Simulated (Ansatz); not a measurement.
# TlCu2S3: relaxing a made-up structure, part 2 of 2

This structure for TlCu2S3 is made up. Its elements were placed in a known structure type with a cell scaled to their sizes. What cell does the guess relax to, and how far off was it?

Ansatz 0.2.0; DFT, PBEsol, plane-wave PAW, files of the set soft_1, scalar-relativistic, ferromagnetic start, cell and ions relaxed at zero pressure; PAW set soft_1 (the session's first sound run).

So far: Set-up; Relaxation of the guess. The relaxed cell has a, b, c = 4.450, 13.995, 4.179 Å (conventional setting).

**3. Bands of the relaxed cell**

With the geometry fixed, one more self-consistent run, with a narrower smearing and the mesh shown in its input, gives the bands, and its pressure, and its forces where symmetry allows any, show how far the geometry depends on these settings.

This step: DFT, PBEsol, plane-wave PAW, files of the set soft_1, scalar-relativistic, no spin, bands and density of states at the relaxed cell; PAW set soft_1 (Ansatz 0.2.0).

The input, input.yaml:

```yaml
crystal:
  lattice:
    - [2.2251126013, -6.9972645427, 0.0]
    - [2.2251126013, 6.9972645427, 0.0]
    - [0.0, 0.0, 4.1791546067]
  atoms:
    - { symbol: Tl, position: [0.0, 0.0, 0.5] }
    - { symbol: Cu, position: [0.3432663782, 0.6567336218, 0.0] }
    - { symbol: Cu, position: [0.6567336218, 0.3432663782, 0.0] }
    - { symbol: S, position: [0.1871658119, 0.8128341881, 0.0] }
    - { symbol: S, position: [0.5, 0.5, 0.0] }
    - { symbol: S, position: [0.8128341881, 0.1871658119, 0.0] }
kpoints:
  mp_grid: { grid: [8, 8, 8] }
  band_path:
    path:
      - [[0.0, 0.0, 0.0], [0.2752806, 0.2752806, 0.0], [0.0, 0.5, 0.0], [0.0, 0.5, 0.5], [0.2752806, 0.2752806, 0.5], [0.0, 0.0, 0.5], [0.0, 0.0, 0.0], [-0.5, 0.5, 0.0], [-0.2752806, 0.7247194, 0.0], [-0.2752806, 0.7247194, 0.5], [-0.5, 0.5, 0.5], [-0.5, 0.5, 0.0]]
      - [[0.0, 0.0, 0.5], [-0.5, 0.5, 0.5]]
    npoints: 6
scf:
  occupations: { method: fermi_dirac, width: 0.03 }
  n_extra_bands: 10
hamiltonian:
  xc: pbesol
  pseudopotentials: { kind: paw, azcp: { folder: soft_1 }, xc_functional: pbe }
output:
  forces: true
  stress: true
  write_bands: true
  dos: { projected: true }
  write_density: true
  write_potential: true
  elf: true
  volumetric_format: npy
```

On the command line:

```sh
ansatz run input.yaml --threads 4 --pin off --max-ram 10240MiB --backend cpu --events-out ev --progress --plain --runs-dir out
```

Numbers of over 12 decimals in the logs are rounded to 6 here.

The program printed:

```text
[...]
Crystal: 6 atoms, lattice volume = 130.136 Å³
Basis set: ecut = 420 eV, 2541 PW (Γ), exchange–correlation on 100×100×60 points (8 copies of the dense FFT grid, shifted against one another)
Bands: 45, of which v1, the nominal top of the filled ones, is band 35 counted from 1 (34 counted from 0)
Symmetry: 8 space group operations
[...]
k-points: 105 of 512
[...]
SCF iter   1: F=—  HF=-27133.236634 eV  |F-HF|=—  |Δ(HF+E_count)|=         —  Δρ=1.53e-1  dr2=2.31e1  ethr=3.10e-3  ⟨swp⟩=7.9  Hψ=21821  notcnv=0  defer=20
[...]
SCF iter  11: F=-27130.205947 eV  HF=-27130.205947 eV  |F-HF|=2.69e-9  |Δ(HF+E_count)|=   8.54e-8  Δρ=1.71e-6  dr2=3.88e-9  ethr=1.45e-10  ⟨swp⟩=16.5  Hψ=39025  notcnv=0
SCF 1 converged in 11 iterations: F = -27130.205947 eV  dr2 = 3.88e-9
[...]
NSCF: frozen V_eff on 74 k-points
SCF converged after 11 iterations
Free energy (F): -27130.205947 eV
[...]
Internal energy: -27130.198657 eV  (E = F + TS)
E sigma→0 (E₀):  -27130.202302 eV
Entropy (-TS):   -0.007290 eV (-1.215 meV/atom)
Fermi energy:    6.886566 eV
[...]
--- Forces (eV/Å), atoms counted from 1 ---
  atom   1  Tl    -0.00000000    -0.00000000     0.00000000
  atom   2  Cu    -0.00000000    -0.13846066     0.00000000
  atom   3  Cu     0.00000000     0.13846066     0.00000000
  atom   4  S      0.00000000    -0.07637671     0.00000000
  atom   5  S     -0.00000000     0.00000000     0.00000000
  atom   6  S     -0.00000000     0.07637671     0.00000000
  max |Σ_I F_I| component: 1.39e-17 eV/Å
--- Stress (GPa, compression-positive) ---
        0.070691      -0.000000      -0.000000
       -0.000000       0.153456       0.000000
       -0.000000       0.000000      -0.144220
  P = ⅓ Tr σ = 0.0266 GPa (0.266 kbar)
--- Band table (eV; the first three rows and the last of 105) ---
  k-point 0: bands = [... 31 lower, 5.7867, 5.8040, 6.2549, 6.2733, 6.4730, 9.9808, 10.4400, 11.7125, ... 6 higher]
  k-point 1: bands = [... 31 lower, 5.7968, 5.8113, 6.2698, 6.2842, 6.3099, 10.1398, 10.4711, 11.4347, ... 6 higher]
  k-point 2: bands = [... 31 lower, 5.6985, 5.7959, 5.8645, 6.4137, 6.5653, 10.1543, 10.5277, 11.2589, ... 6 higher]
  k-point 104: bands = [... 31 lower, 5.1863, 5.7869, 6.3772, 6.4858, 7.5073, 8.8062, 10.2559, 10.5473, ... 6 higher]
```

Run time: 28 s. Hardware: 4 threads of Arm Neoverse N1, shared host; peak memory 0.77 GiB.

The column dr2 measures how far the density is from self-consistency, as an energy; F and HF (Harris–Foulkes) agree once it is small.

Numbers from this step:

* free energy: -27130.2059 eV
* energy at zero smearing: -27130.2023 eV
* smearing term TS: 0.007290 eV
* Fermi energy: 6.887 eV
* pressure: 0.02664 GPa

From bands.tsv, the bands that come nearest the Fermi level along the path, at its corners, in eV from the Fermi level:

```
point  band 31  band 32  band 33  band 34  band 35  band 36  band 37  band 38
    Γ    -2.13    -1.10    -1.08    -0.63    -0.61    -0.41     3.09     3.55
    X    -1.10    -0.53    -0.28     0.39     0.94     1.67     2.78     3.89
    S    -1.16    -0.47    -0.20     0.40     0.47     1.99     2.73     3.92
    R    -2.16    -2.07    -1.07    -0.89     0.77     1.99     2.83     3.24
    A    -2.18    -2.15    -1.38    -0.57     1.01     2.00     2.73     3.75
    Z    -1.69    -1.65    -1.36    -1.02    -0.26     0.26     2.56     3.02
    Γ    -2.13    -1.10    -1.08    -0.63    -0.61    -0.41     3.09     3.55
    Y    -1.71    -1.66    -1.48    -0.98    -0.63    -0.40     3.32     3.50
   X1    -1.10    -0.53    -0.28     0.39     0.94     1.67     2.78     3.89
   A1    -2.18    -2.15    -1.38    -0.57     1.01     2.00     2.73     3.75
    T    -1.90    -1.70    -1.10    -0.51    -0.40     0.62     1.92     3.37
    Y    -1.71    -1.66    -1.48    -0.98    -0.63    -0.40     3.32     3.50
    Z    -1.69    -1.65    -1.36    -1.02    -0.26     0.26     2.56     3.02
    T    -1.90    -1.70    -1.10    -0.51    -0.40     0.62     1.92     3.37
```

Force by atom:

```
atom  x (eV/Å)  y (eV/Å)  z (eV/Å)   size
 Tl1     0.000     0.000     0.000  0.000
 Cu2     0.000    -0.138     0.000  0.138
 Cu3     0.000     0.138     0.000  0.138
  S4     0.000    -0.076     0.000  0.076
  S5     0.000     0.000     0.000  0.000
  S6     0.000     0.076     0.000  0.076
```

Valence density in the bc plane of the conventional cell at fractional x = 0.000, with atoms of Tl and Cu and S within 0.2 Å of it. It is the smooth field of the valence electrons, not physical close to the nuclei.

Values in e/Å³, 6 rows by 16 columns, each cell a mean:
```
 0  0  1  1  1 14  2  1  1  1 14  2  1  1  0  0
 1  0  0  0  0  0  0  0  0  0  0  0  0  0  0  1
 4  0  0  0  0  0  0  0  0  0  0  0  0  0  0  3
 3  0  0  0  0  0  0  0  0  0  0  0  0  0  0  2
 0  0  0  0  0  1  0  0  0  0  1  0  0  0  0  0
 0  0  1  1  1 24  2  1  1  1 24  3  1  1  0  0
```
Columns run along b (14.0 Å), rows up along c (4.2 Å), edges of the conventional cell, whose origin can differ from the input's. Atoms in or near the plane, at fractional coordinates: Tl at (0.00, 0.50), Cu at (0.66, 0.00), Cu at (0.34, 0.00), S at (0.81, 0.00), S at (0.50, 0.00), S at (0.19, 0.00).

ELF in the bc plane of the conventional cell at fractional x = 0.000, with atoms of Tl and Cu and S within 0.2 Å of it. It is the smooth field of the valence electrons, not physical close to the nuclei.

Ten even steps from '0' (0.02) to '9' (0.91), each cell a mean:
```
000268525852243148623862143138733774000
210158999852111137888862111137999972012
432127999741111126888741111125899841134
333213576421111012454311111113566411343
014310111000000000000000000000111002430
113310000000000000000000000000000002420
124311233200000001122100000001233212331
443114787521111124676521111124788621244
321148999842111137899852111136999962123
100168867852121148866862122137877873001
000267303862364148502762265138611674000
```
Columns run along b (14.0 Å), rows up along c (4.2 Å), edges of the conventional cell, whose origin can differ from the input's. Atoms in or near the plane, at fractional coordinates: Tl at (0.00, 0.50), Cu at (0.66, 0.00), Cu at (0.34, 0.00), S at (0.81, 0.00), S at (0.50, 0.00), S at (0.19, 0.00).

Electrostatic potential energy in the bc plane of the conventional cell at fractional x = 0.000, with atoms of Tl and Cu and S within 0.2 Å of it. With pseudopotentials it is smooth inside the atoms' cores, unlike the true potential.

Ten even steps from '0' (-46 eV) to '9' (12 eV), each cell a mean:
```
999985121585000476222476100277222379999
999997534788424788534788533688634689999
788999888999888999888999888999988999987
247899999999999999999999999999999999853
114899999999999999999999999999999999621
214899999999999999999999999999999998621
125899999999999999999999999999999999731
458999999999999999999999999999999999864
889998767898767899767899766899877899998
999996323686201587322587301487422589999
999984132474000375132375000276232279999
```
Columns run along b (14.0 Å; values clipped at the 3rd and 97th percentile), rows up along c (4.2 Å), edges of the conventional cell, whose origin can differ from the input's. Atoms in or near the plane, at fractional coordinates: Tl at (0.00, 0.50), Cu at (0.66, 0.00), Cu at (0.34, 0.00), S at (0.81, 0.00), S at (0.50, 0.00), S at (0.19, 0.00).

**4. Outcome**

```
space group, relaxed : Cmmm
conventional cell    : a = 4.450, b = 13.995, c = 4.179 Å; α = 90.0°, β = 90.0°, γ = 90.0°
volume per atom      : 21.69 Å³ (guess 23.75)
total moment         : 0.00 μB in the cell of 6 atoms
```

What this shows: TlCu2S3 relaxes to Cmmm with a = 4.450, b = 13.995 and c = 4.179 Å. The guessed volume was 9 % too large. The space group Cmmm was held in the relaxation, so the end point is a stationary structure within it and may be a saddle against distortions or other arrangements. The moments died out from this one start and weren't seeded again at the relaxed cell. Bands cross the Fermi level, so it is a metal or semimetal at this level. The electron count is odd, which forces that without spin polarisation or a larger cell. On the 8×8×8 mesh with the narrower smearing (relaxed on 6×6×6) the largest force component is 0.138 eV/Å and the largest stress component is 0.153 GPa, against the relaxation's thresholds of 0.015 eV/Å and 0.05 GPa. The cutoff wasn't tested. Spin-orbit coupling is left out, which can matter for elements this heavy. No dispersion term is used, so weakly bound directions may come out too long. Nothing here tests whether the compound is stable against decomposition.

[Logs are printed without paths, hosts, clocks, repeated set-up lines and the standing remarks that a program may print on its own settings, such as how far it seeks lower states.]

[Hosts, paths, dates, database ids (printed as entryN), source tags and the programs' standing remarks are cut or masked in the printed files.]
